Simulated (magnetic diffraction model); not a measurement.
# Which magnetic order? CeSc2Sn4

Space group Pnma (no. 62), a = 19.2480 Å, b = 4.7010 Å, c = 7.4730 Å.

```csv
site,atom,x,y,z
4c,Ce,0.6398,3/4,0.4985
4c,Sn,0.5681,3/4,0.0195
4c,Sn,0.4691,3/4,0.3698
4c,Sn,0.3078,3/4,0.2196
4c,Sn,0.3181,3/4,0.7860
4c,Sc,0.2157,3/4,0.5124
4c,Sc,0.4656,3/4,0.7463
```

The compound is invented for this exercise: a known structure type with other elements, its cell scaled to their sizes and not relaxed.

Only Ce is taken to order (form factors of Ce3+); orders and moment sizes are assumed, and not adapted to the symmetry. Radiation: neutrons of λ = 1.594 Å, 8° to 30°; isotropic B of 0.23 Å² (Ce), 0.18 Å² (Sn) and 0.36 Å² (Sc). Simulated constant-wavelength pattern: nuclear and magnetic terms add, the magnetic one as |2.695 fm × Σ f S⊥ exp(2πi Q·r) exp(−B s²)|², summed over all Q at one angle with the factor 1/(sin²θ cos θ). For collinear order S is the moment m, which repeats by lattice and centring translations R with the sign exp(−2πi k·R). Free-ion form factors, Sears's scattering lengths of 1992, no absorption; a label names one of the reflections at its angle. The strongest nuclear line in the range is 100, and lines under 0.2 are left out.

Above the ordering temperature:

```
2θ (°)    index      I
 13.14  (1 0 1)    5.3
 15.52  (2 0 1)   22.9
 18.85  (3 0 1)   51.4
 19.07  (4 0 0)   97.2
 21.75  (2 1 0)    2.1
 22.72  (4 0 1)   36.7
 23.11  (0 1 1)   36.9
 23.60  (1 1 1)  100.0
 24.63  (0 0 2)    0.3
 25.04  (2 1 1)   39.2
 26.45  (2 0 2)   60.7
 26.93  (5 0 1)   34.3
 27.26  (3 1 1)    6.4
 27.42  (4 1 0)   16.8
 28.58  (3 0 2)   15.9
 28.77  (6 0 0)   14.4
```

Below it (cell unchanged):

```csv
2θ (°),I
10.83,3.1
13.14,5.3
15.52,22.9
15.66,4.6
17.30,4.2
18.35,7.7
18.85,51.4
19.07,97.2
21.75,2.1
22.72,36.7
23.11,36.9
23.60,100.0
24.63,0.3
24.77,4.7
25.04,39.2
25.86,2.2
26.45,60.7
26.93,34.3
26.98,4.0
27.26,6.4
27.42,16.8
28.58,15.9
28.77,14.4
```

**Question.** Find the propagation vector, then choose among these models:
A. collinear moments along [010], 1.3 μB on Ce; signs + at (0.6398, 3/4, 0.4985), − at (0.1398, 3/4, 0.0015), − at (0.3602, 1/4, 0.5015), + at (0.8602, 1/4, 0.9985)
B. collinear moments along [110], 1.3 μB on Ce; signs + at (0.6398, 3/4, 0.4985), − at (0.1398, 3/4, 0.0015), − at (0.3602, 1/4, 0.5015), + at (0.8602, 1/4, 0.9985)
C. collinear moments along [110], 1.3 μB on Ce; signs + at (0.6398, 3/4, 0.4985), − at (0.1398, 3/4, 0.0015), + at (0.3602, 1/4, 0.5015), − at (0.8602, 1/4, 0.9985)
D. collinear moments along [010], 1.3 μB on Ce; signs + at (0.6398, 3/4, 0.4985), − at (0.1398, 3/4, 0.0015), + at (0.3602, 1/4, 0.5015), − at (0.8602, 1/4, 0.9985)

The new lines index as (1 -1/2 0) at 10.83°, (0 1/2 1) at 15.66°, (3 1/2 0) at 17.30° and (2 1/2 1) at 18.35°, that is as H ± k with k = (0 1/2 0). Half indices mean that the moments reverse under translations with k·R a half-integer, and the magnetic cell has twice the primitive volume.

Magnetic intensity, observed (below minus above) and for each model:

| 2θ (°) | index | observed | A | B | C | D |
| --- | --- | --- | --- | --- | --- | --- |
| 10.83 | (1 -1/2 0) | 3.1 | 3.1 | 9.5 | 15.3 | 3.1 |
| 15.66 | (0 1/2 1) | 4.6 | 4.6 | 7.3 | 7.3 | 4.6 |
| 17.30 | (3 1/2 0) | 4.2 | 4.2 | 3.2 | 0.9 | 4.2 |
| 18.35 | (2 1/2 1) | 7.7 | 7.7 | 8.3 | 7.3 | 7.7 |
| 24.77 | (4 1/2 1) | 4.7 | 4.7 | 1.9 | 2.9 | 4.7 |
| 25.86 | (5 1/2 0) | 2.2 | 2.2 | 0.2 | 0.7 | 2.2 |
| 26.98 | (1 -1/2 2) | 4.0 | 4.0 | 4.3 | 4.6 | 4.0 |
| 29.86 | (1 3/2 0) | <0.2 | <0.2 | 1.8 | 1.6 | <0.2 |

Models A and D match alike on every line, so these data can't choose among them (such ties are often domains of one structure).

The structure used: k = (0 1/2 0), collinear moments along [010], 1.3 μB on Ce; signs + at (0.6398, 3/4, 0.4985), − at (0.1398, 3/4, 0.0015), + at (0.3602, 1/4, 0.5015), − at (0.8602, 1/4, 0.9985).

[Logs are printed without paths, hosts, clocks, repeated set-up lines and the standing remarks that a program may print on its own settings, such as how far it seeks lower states.]
